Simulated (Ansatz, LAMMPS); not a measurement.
# What went wrong? aqueous Rb+ and F-, 1.6 mol of salt per kg of water at 300 K (208 atoms)

Program: Ansatz 0.2.0. The cell: 68 O, 136 H, 2 Rb and 2 F.

File input.yaml:

```yaml
crystal:
  lattice:
    - [12.77907, 0.0, 0.0]
    - [0.0, 12.77907, 0.0]
    - [0.0, 0.0, 12.77907]
  atoms:
    - { symbol: O, position: [0.44881, 0.98226, 0.79466] }
    - { symbol: H, position: [0.43218, 0.0052, 0.72172] }
    - { symbol: H, position: [0.46564, 0.04487, 0.83849] }
    - { symbol: O, position: [0.27522, 0.50693, 0.93489] }
    - { symbol: H, position: [0.34434, 0.51686, 0.9702] }
    - { symbol: H, position: [0.28453, 0.46204, 0.87147] }
    - { symbol: O, position: [0.69078, 0.0461, 0.89632] }
    - { symbol: H, position: [0.72751, 0.07534, 0.83371] }
    - { symbol: H, position: [0.73934, 0.04668, 0.95768] }
    - { symbol: O, position: [0.47576, 0.74676, 0.69582] }
    - { symbol: H, position: [0.53204, 0.69982, 0.66837] }
    - { symbol: H, position: [0.4312, 0.77152, 0.63645] }
    - { symbol: O, position: [0.88202, 0.88588, 0.35559] }
    - { symbol: H, position: [0.93028, 0.93324, 0.39499] }
    - { symbol: H, position: [0.88321, 0.90475, 0.27966] }
    - { symbol: O, position: [0.00089, 0.13661, 0.02313] }
    - { symbol: H, position: [0.03229, 0.20483, 0.04512] }
    - { symbol: H, position: [0.93129, 0.12757, 0.05776] }
    [... 184 atom lines left out ...]
    - { symbol: H, position: [0.74272, 0.89211, 0.38734] }
    - { symbol: H, position: [0.63342, 0.82741, 0.3733] }
    - { symbol: Rb, position: [0.62602, 0.85051, 0.81749] }
    - { symbol: Rb, position: [0.07608, 0.59454, 0.8762] }
    - { symbol: F, position: [0.20862, 0.93198, 0.54641] }
    - { symbol: F, position: [0.11286, 0.17172, 0.31089] }
kpoints:
  mp_grid: { grid: [1, 1, 1] }
hamiltonian:
  xc: lda
scf:
  occupations: { method: fixed }
  eigensolver: { kind: { support_functions: { accuracy: medium, radius: 2.0 } } }
  max_iter: 60
output:
  forces: true
```

Run with:

```console
> ansatz run input.yaml --threads 4 --pin off --max-ram 8192MiB --backend cpu --events-out ev --progress --plain --runs-dir out
```

The log of the run:

```text
Warning: scf.eigensolver.kind.support_functions: disabling space-group detection — the functions' gradient is summed over unrotated k-points, so no spatial operation reduces the k-mesh or symmetrises the density; time reversal is kept, so that k and −k are solved as one point where they differ and the mesh holds both, and exact exchange and, on two spinor components, a DFT+U term hold to it where the run has them: [...]
Warning: basis.ecutwfc = 631 eV, auto-derived: no grid that the accuracy of the support functions lays serves the files at the lower one that their records recommend; a deck with other species or settings can derive another value
settings of this run that can trade accuracy for cost: scf.eigensolver.kind.support_functions [...]
Engine: ansatz 0.2.0, aarch64-unknown-linux-gnu
Pseudopotentials: kind: paw
Pseudopotential: O, paw, valence charge 6, recommended cutoff 420 eV (normal), O.paw.azcp
Pseudopotential: H, paw, valence charge 1, recommended cutoff 420 eV (normal), H.paw.azcp
Pseudopotential: Rb, paw, valence charge 9, recommended cutoff 420 eV (normal), Rb.paw.azcp
Pseudopotential: F, paw, valence charge 7, recommended cutoff 420 eV (normal), F.paw.azcp
[... 3 lines on functional and potentials left out ...]
Error: SCF: the radius of support functions is under 3.24 Å, the least for these sites at the functions' level (scf.eigensolver.kind.support_functions.accuracy). Use scf.eigensolver.kind: auto, or type scf.eigensolver.kind.support_functions.radius at least as long, [...]
```

Wall time 3.6 s (4 threads of Arm Neoverse V2, shared host); peak memory 0.51 GiB.

Q: Name the fault and the fix.

A radius far too short: support_functions.accuracy = "medium" and support_functions.radius = 2.0.

The fix is to leave the radius at the level's default.

The run ended with an error.

[Logs are printed without paths, hosts, clocks, repeated set-up lines and the standing remarks that a program may print on its own settings, such as how far it seeks lower states.]

[Hosts, paths, dates, database ids (printed as entryN), source tags and the programs' standing remarks are cut or masked in the printed files.]
